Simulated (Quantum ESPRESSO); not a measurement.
# W (Tungsten): from the cell to the phonon bands, part 2 of 3

How does W (Tungsten) vibrate, and is this structure a minimum?

Quantum ESPRESSO 7.5; DFT LDA, scalar-relativistic, plane waves, PseudoDojo norm-conserving pseudopotentials.

So far. Step 2 (A probe with smearing): No gap opens on this mesh, so smearing is kept; the start stands at -9.1 GPa. Step 4 (Ground state): The cell stands at -0.049 GPa, close enough for phonons. The relaxed cell has a = 3.132 Å (conventional setting).

**5. Linear response on the mesh**

Linear response treats each wavevector in the unit cell, with no supercell; the 4×4×4 mesh fixes the range of the force constants to be had.

ph.in

```
phonons
&INPUTPH
  prefix       = 'x'
  outdir       = './tmp'
  fildyn       = 'x.dyn'
  tr2_ph       = 1.0d-18
  alpha_mix(1) = 0.4
  nmix_ph      = 8
  ldisp        = .true.
  nq1          = 4
  nq2          = 4
  nq3          = 4
/
```

Run with:

```
$ OMP_NUM_THREADS=1 mpirun -n 4 ph.x -nk 4 -in ph.in > ph.out
```

What it wrote:

```text
[banners, grids, parts of the stress and lines that vanish by symmetry left out]
[banner, memory and clock lines left out]
Program PHONON v.7.5

     ./tmp/x.save/

     IMPORTANT: XC functional enforced from input :
     Exchange-correlation= PW
                           (   1   4   0   0   0   0   0)
     Any further DFT definition will be discarded
     Please, verify this is what you really want

     G-vector sticks info

     Reading collected, re-writing distributed wavefunctions in ./tmp/

     Dynamical matrices for ( 4, 4, 4)  uniform grid of q-points
     (   8 q-points):
       N         xq(1)         xq(2)         xq(3)
       1   0.000000000   0.000000000   0.000000000
       2   0.000000000  -0.216506351   0.216506351
       3   0.000000000   0.433012702  -0.433012702
       4  -0.216506351   0.649519053  -0.433012702
[...]
Number and degeneracy of irreps per q-point
       N         xq(1)         xq(2)         xq(3)   N irreps
       1   0.000000000   0.000000000   0.000000000       1
        3
       2   0.000000000  -0.216506351   0.216506351       3
     No degeneracy
       3   0.000000000   0.433012702  -0.433012702       3
     No degeneracy
       4  -0.216506351   0.649519053  -0.433012702       3
     No degeneracy
       5   0.000000000   0.000000000   0.433012702       2
        1   2
       6   0.000000000   0.649519053  -0.216506351       3
     No degeneracy
       7   0.433012702  -0.433012702   0.433012702       1
        3
       8   0.000000000   0.000000000  -0.866025404       1
        3

     Calculation of q =    0.0000000   0.0000000   0.0000000

     phonons

     bravais-lattice index     =            0
     lattice parameter (alat)  =       5.1256  a.u.
     unit-cell volume          =     103.6598 (a.u.)^3
     number of atoms/cell      =            1
     number of atomic types    =            1
     kinetic-energy cut-off    =      77.0000  Ry
     charge density cut-off    =     308.0000  Ry
     convergence threshold     =      1.0E-18
     beta                      =       0.4000
     number of iterations used =            8
     Exchange-correlation= PW
                           (   1   4   0   0   0   0   0)

     celldm(1)=    5.12559  celldm(2)=    0.00000  celldm(3)=    0.00000
     celldm(4)=    0.00000  celldm(5)=    0.00000  celldm(6)=    0.00000

     crystal axes: (cart. coord. in units of alat)
               a(1) = (  0.5774  0.5774  0.5774 )
               a(2) = ( -0.5774  0.5774  0.5774 )
               a(3) = ( -0.5774 -0.5774  0.5774 )

     reciprocal axes: (cart. coord. in units 2 pi/alat)
               b(1) = (  0.8660  0.0000  0.8660 )
               b(2) = ( -0.8660  0.8660  0.0000 )
               b(3) = (  0.0000 -0.8660  0.8660 )

     Atoms inside the unit cell:

     Cartesian axes

     site n.  atom      mass           positions (alat units)
        1  W     183.8400   tau(    1) = (    0.00000    0.00000    0.00000  )

     Computing dynamical matrix for
                    q = (   0.0000000   0.0000000   0.0000000 )

     49 Sym.Ops. (with q -> -q+G )

     G cutoff =  204.9648  (   9453 G-vectors)     FFT grid: ( 30, 30, 30)

     number of k points=   145  Marzari-Vanderbilt smearing, width (Ry)=  0.0200

     PseudoPot. # 1 for W  read from file:
     ./pseudo/W.upf
     Pseudo is Norm-conserving + core correction, Zval = 14.0

     Mode symmetry, O_h (m-3m)  point group:

     Atomic displacements:
     There are    1 irreducible representations

     Representation     1      3 modes -  To be done

     Alpha used in Ewald sum =   2.8000

     Representation #   1 modes #   1   2   3

     Self-consistent Calculation
      iter #   1   av.it.:   7.6
      thresh= 1.000E-02 alpha_mix =  0.400 |ddv_scf|^2 =  3.728E-06
      iter #   2   av.it.:  10.7
      thresh= 1.931E-04 alpha_mix =  0.400 |ddv_scf|^2 =  4.605E-07
      iter #   3   av.it.:  11.1
      thresh= 6.786E-05 alpha_mix =  0.400 |ddv_scf|^2 =  4.508E-09
      iter #   4   av.it.:  11.9
      thresh= 6.714E-06 alpha_mix =  0.400 |ddv_scf|^2 =  1.323E-11
[...]
End of self-consistent calculation

     Convergence has been achieved

     Number of q in the star =    1
     List of q in the star:
[...]
Diagonalizing the dynamical matrix

     q = (    0.000000000   0.000000000   0.000000000 )

 **************************************************************************
     freq (    1) =       0.021530 [THz] =       0.718153 [cm-1]
     freq (    2) =       0.021530 [THz] =       0.718153 [cm-1]
     freq (    3) =       0.021530 [THz] =       0.718153 [cm-1]
 **************************************************************************

     Mode symmetry, O_h (m-3m)  point group:

     freq (   1-   3) =          0.7  [cm-1]   --> T_1u G_15  G_4- I

     Calculation of q =    0.0000000  -0.2165064   0.2165064
     [... set-up and bands at k+q left out ...]

     Mode symmetry, C_2v (mm2)  point group:

     Atomic displacements:
     There are    3 irreducible representations

     Representation     1      1 modes -  To be done

     Representation     2      1 modes -  To be done

     Representation     3      1 modes -  To be done

     Message from routine init_vloc:
     Interpolation table for Vloc re-allocated

     Alpha used in Ewald sum =   2.8000

     Representation #   1 mode #   1

     Self-consistent Calculation

[...]
[... iterations left out ...]
[...]
End of self-consistent calculation

     Convergence has been achieved

     Representation #   2 mode #   2

     Self-consistent Calculation

[...]
[... iterations left out ...]
[...]
End of self-consistent calculation

     Convergence has been achieved

     Representation #   3 mode #   3

     Self-consistent Calculation

[...]
[... iterations left out ...]
[...]
End of self-consistent calculation

     Convergence has been achieved

     Number of q in the star =   12
     List of q in the star:
[...]
Diagonalizing the dynamical matrix

     q = (    0.000000000  -0.216506351   0.216506351 )

 **************************************************************************
     freq (    1) =       3.039431 [THz] =     101.384492 [cm-1]
     freq (    2) =       3.060230 [THz] =     102.078271 [cm-1]
     freq (    3) =       4.981065 [THz] =     166.150440 [cm-1]
 **************************************************************************

     Mode symmetry, C_2v (mm2)  point group:

     freq (   1-   1) =        101.4  [cm-1]   --> B_2  D_4  S_4
     freq (   2-   2) =        102.1  [cm-1]   --> B_1  D_3  S_3
     freq (   3-   3) =        166.2  [cm-1]   --> A_1  D_1  S_1

     Calculation of q =    0.0000000   0.4330127  -0.4330127
     [... set-up and bands at k+q left out ...]

     Mode symmetry, D_2h (mmm)  point group:

     Atomic displacements:
     There are    3 irreducible representations

[...]
Alpha used in Ewald sum =   2.8000

     Representation #   1 mode #   1

[...]
[... iterations left out ...]
[...]
Convergence has been achieved

[...]
Convergence has been achieved

[...]
Convergence has been achieved

     Number of q in the star =    6
     List of q in the star:
[...]
Diagonalizing the dynamical matrix

     q = (    0.000000000   0.433012702  -0.433012702 )

[...]
freq (    1) =       4.098213 [THz] =     136.701682 [cm-1]
     freq (    2) =       4.541271 [THz] =     151.480496 [cm-1]
     freq (    3) =       6.846678 [THz] =     228.380598 [cm-1]
[...]
Mode symmetry, D_2h (mmm)  point group:

     freq (   1-   1) =        136.7  [cm-1]   --> B_1u
     freq (   2-   2) =        151.5  [cm-1]   --> B_2u
     freq (   3-   3) =        228.4  [cm-1]   --> B_3u

     Calculation of q =   -0.2165064   0.6495191  -0.4330127
     [... set-up and bands at k+q left out ...]

     Mode symmetry, C_s (m)     point group:

     Atomic displacements:
     There are    3 irreducible representations

[...]
Alpha used in Ewald sum =   2.8000

[...]
Convergence has been achieved

[...]
Convergence has been achieved

[...]
Convergence has been achieved

     Number of q in the star =   24
     List of q in the star:
[...]
Diagonalizing the dynamical matrix

     q = (   -0.216506351   0.649519053  -0.433012702 )

[...]
freq (    1) =       4.551503 [THz] =     151.821793 [cm-1]
     freq (    2) =       5.112269 [THz] =     170.526925 [cm-1]
     freq (    3) =       6.081125 [THz] =     202.844480 [cm-1]
[...]
Mode symmetry, C_s (m)     point group:

     freq (   1-   1) =        151.8  [cm-1]   --> A'
     freq (   2-   2) =        170.5  [cm-1]   --> A''
     freq (   3-   3) =        202.8  [cm-1]   --> A'

     Calculation of q =    0.0000000   0.0000000   0.4330127
     [... set-up and bands at k+q left out ...]

     Mode symmetry, C_4v (4mm)  point group:

     Atomic displacements:
     There are    2 irreducible representations

[...]
Alpha used in Ewald sum =   2.8000

[...]
Convergence has been achieved

     Representation #   2 modes #   2   3

[...]
Convergence has been achieved

     Number of q in the star =    6
     List of q in the star:
[...]
Diagonalizing the dynamical matrix

     q = (    0.000000000   0.000000000   0.433012702 )

[...]
freq (    1) =       4.054413 [THz] =     135.240659 [cm-1]
     freq (    2) =       4.054413 [THz] =     135.240659 [cm-1]
     freq (    3) =       5.986741 [THz] =     199.696196 [cm-1]
[...]
Mode symmetry, C_4v (4mm)  point group:

     freq (   1-   2) =        135.2  [cm-1]   --> E    G_5 D_5
     freq (   3-   3) =        199.7  [cm-1]   --> A_1  G_1 D_1

     Calculation of q =    0.0000000   0.6495191  -0.2165064
     [... set-up and bands at k+q left out ...]

     Mode symmetry, C_2v (mm2)  point group:

     Atomic displacements:
     There are    3 irreducible representations

[...]
Alpha used in Ewald sum =   2.8000

[...]
Convergence has been achieved

     Representation #   2 mode #   2

[...]
Convergence has been achieved

     Representation #   3 mode #   3

[...]
Convergence has been achieved

     Number of q in the star =   12
     List of q in the star:
[...]
Diagonalizing the dynamical matrix

     q = (    0.000000000   0.649519053  -0.216506351 )

[...]
freq (    1) =       4.741794 [THz] =     158.169229 [cm-1]
     freq (    2) =       5.453608 [THz] =     181.912798 [cm-1]
     freq (    3) =       6.278454 [THz] =     209.426692 [cm-1]
[...]
Mode symmetry, C_2v (mm2)  point group:

     freq (   1-   1) =        158.2  [cm-1]   --> B_1  D_3  S_3
     freq (   2-   2) =        181.9  [cm-1]   --> A_1  D_1  S_1
     freq (   3-   3) =        209.4  [cm-1]   --> B_2  D_4  S_4

     Calculation of q =    0.4330127  -0.4330127   0.4330127
     [... set-up and bands at k+q left out ...]

     Mode symmetry, T_d (-43m)  point group:

     Atomic displacements:
     There are    1 irreducible representations

     Representation     1      3 modes -  To be done

     Alpha used in Ewald sum =   2.8000

     Representation #   1 modes #   1   2   3

     Self-consistent Calculation

[...]
[... iterations left out ...]
[...]
End of self-consistent calculation

     Convergence has been achieved

     Number of q in the star =    2
     List of q in the star:
[...]
2   0.433012702  -0.433012702  -0.433012702

     Diagonalizing the dynamical matrix

     q = (    0.433012702  -0.433012702   0.433012702 )

[...]
freq (    1) =       5.463729 [THz] =     182.250380 [cm-1]
     freq (    2) =       5.463729 [THz] =     182.250380 [cm-1]
     freq (    3) =       5.463729 [THz] =     182.250380 [cm-1]
[...]
Mode symmetry, T_d (-43m)  point group:

     freq (   1-   3) =        182.3  [cm-1]   --> T_2  G_15 P_4

     Calculation of q =    0.0000000   0.0000000  -0.8660254
     [... set-up and bands at k+q left out ...]

     Mode symmetry, O_h (m-3m)  point group:

     Atomic displacements:
     There are    1 irreducible representations

     Representation     1      3 modes -  To be done

     Alpha used in Ewald sum =   2.8000

     Representation #   1 modes #   1   2   3

     Self-consistent Calculation

      iter #   1   av.it.:   8.4
      thresh= 1.000E-02 alpha_mix =  0.400 |ddv_scf|^2 =  2.748E-05

      [... iterations left out ...]
      iter #   9   av.it.:  11.7
      thresh= 6.353E-10 alpha_mix =  0.400 |ddv_scf|^2 =  1.293E-19

     End of self-consistent calculation

     Convergence has been achieved

     Number of q in the star =    1
     List of q in the star:
          1   0.000000000   0.000000000  -0.866025404

     Diagonalizing the dynamical matrix

     q = (    0.000000000   0.000000000  -0.866025404 )

 **************************************************************************
     freq (    1) =       5.481874 [THz] =     182.855647 [cm-1]
     freq (    2) =       5.481874 [THz] =     182.855647 [cm-1]
     freq (    3) =       5.481874 [THz] =     182.855647 [cm-1]
 **************************************************************************

     Mode symmetry, O_h (m-3m)  point group:

     freq (   1-   3) =        182.9  [cm-1]   --> T_1u G_15  G_4-


[key lines of the parts left out:]
the Fermi energy is    23.0021 ev
```

Elapsed: 47 min, on 4 MPI ranks of Arm Neoverse V1, shared host; 3.1 h of CPU time.

This step gave:

```
largest acoustic frequency at the zone centre before the sum rule  : 0.72 cm⁻¹
lowest mode on the q mesh (acoustic ones at the zone centre apart) : 101.4 cm⁻¹
```

Frequencies (cm⁻¹) at each irreducible wavevector; negative means imaginary. Frequencies by wavevector:

| q (fractions) | star | mode 1 | mode 2 | mode 3 |
| --- | --- | --- | --- | --- |
| 0 0 0 | 1 | 0.72 | 0.72 | 0.72 |
| 0 0 0.25 | 12 | 101.4 | 102.1 | 166.2 |
| 0 0 -0.5 | 6 | 136.7 | 151.5 | 228.4 |
| 0 0.25 -0.5 | 24 | 151.8 | 170.5 | 202.8 |
| 0.25 0.25 0.25 | 6 | 135.2 | 135.2 | 199.7 |
| 0.25 0.25 -0.5 | 12 | 158.2 | 181.9 | 209.4 |
| 0.25 -0.25 0.25 | 2 | 182.2 | 182.2 | 182.2 |
| -0.5 -0.5 -0.5 | 1 | 182.9 | 182.9 | 182.9 |

The acoustic modes at Γ come out as far as 0.7 cm⁻¹ from zero, where they should vanish, a small numerical error.

**6. Fourier transform to real space**

The dynamical matrices of the mesh are Fourier-transformed to force constants in real space.

q2r.in

```
&INPUT
  fildyn = 'x.dyn'
  zasr   = 'simple'
  flfrc  = 'x.fc'
/
```

Run with:

```
$ q2r.x < q2r.in > q2r.out
```

What it wrote:

```text
[banners, grids, parts of the stress and lines that vanish by symmetry left out]
[banner, memory and clock lines left out]
Program Q2R v.7.5

  reading grid info from file x.dyn0

  reading force constants from file x.dyn1
  Dielectric Tensor not found
  nqs=            1
 q=   0.00000000  0.00000000  0.00000000
  reading force constants from file x.dyn2
  nqs=           12
 q=   0.00000000 -0.21650635  0.21650635
[...]
reading force constants from file x.dyn7
  nqs=            2
[...]
q=   0.43301270 -0.43301270 -0.43301270
  reading force constants from file x.dyn8
  nqs=            1
 q=   0.00000000  0.00000000 -0.86602540

      q-space grid ok, #points =   64

      fft-check success (sum of imaginary terms < 10^-12)
```

Run time: 0.45 s. Hardware: 1 thread.

**7. Interpolated phonon bands**

From the force constants any wavevector is cheap; points of the mesh come back as solved, but for the sum rule and, in polar crystals, the LO-TO term at Γ; the rest is interpolation.

matdyn.in

```
&INPUT
  asr              = 'simple'
  flfrc            = 'x.fc'
  flfrq            = 'x.freq'
  flvec            = 'x.modes'
  q_in_band_form   = .true.
  q_in_cryst_coord = .true.
/
8
  0.0000000   0.0000000   0.0000000  12  ! GAMMA
  0.5000000   0.5000000  -0.5000000  12  ! H
  0.5000000   0.0000000  -0.5000000  12  ! N
  0.0000000   0.0000000   0.0000000  12  ! GAMMA
  0.7500000   0.2500000  -0.2500000  12  ! P
  0.5000000   0.5000000  -0.5000000   1  ! H
  0.7500000   0.2500000  -0.2500000  12  ! P
  0.5000000   0.0000000  -0.5000000   1  ! N
```

Run with:

```
$ matdyn.x -in matdyn.in > matdyn.out
```

What it wrote:

```text
[banner, memory and clock lines left out]
Program MATDYN v.7.5

 mass for atomic type   1 not given; uses mass from file x.fc
     Message from routine matdyn:
     Z* not found in file x.fc, TO-LO splitting at q=0 will be absent!
     Message from routine matdyn:
     Z* not found in file x.fc, TO-LO splitting at q=0 will be absent!

Note: The following floating-point exceptions are signalling: IEEE_UNDERFLOW_FLAG
```

Elapsed: 0.46 s, on 1 thread.

Read from the output:

- lowest frequency on the path: 0 cm⁻¹
- mean frequency: 163.1 cm⁻¹
- Debye temperature (second moment): 310 K
- logarithmic mean frequency: 158.1 cm⁻¹

(Part 2 of 3 ends here.)

[Host names and launcher messages were left out of these logs when they were recorded.]

[Logs are printed without paths, hosts, clocks, repeated set-up lines and the standing remarks that a program may print on its own settings, such as how far it seeks lower states.]

[Hosts, paths, dates, database ids (printed as entryN), source tags and the programs' standing remarks are cut or masked in the printed files.]
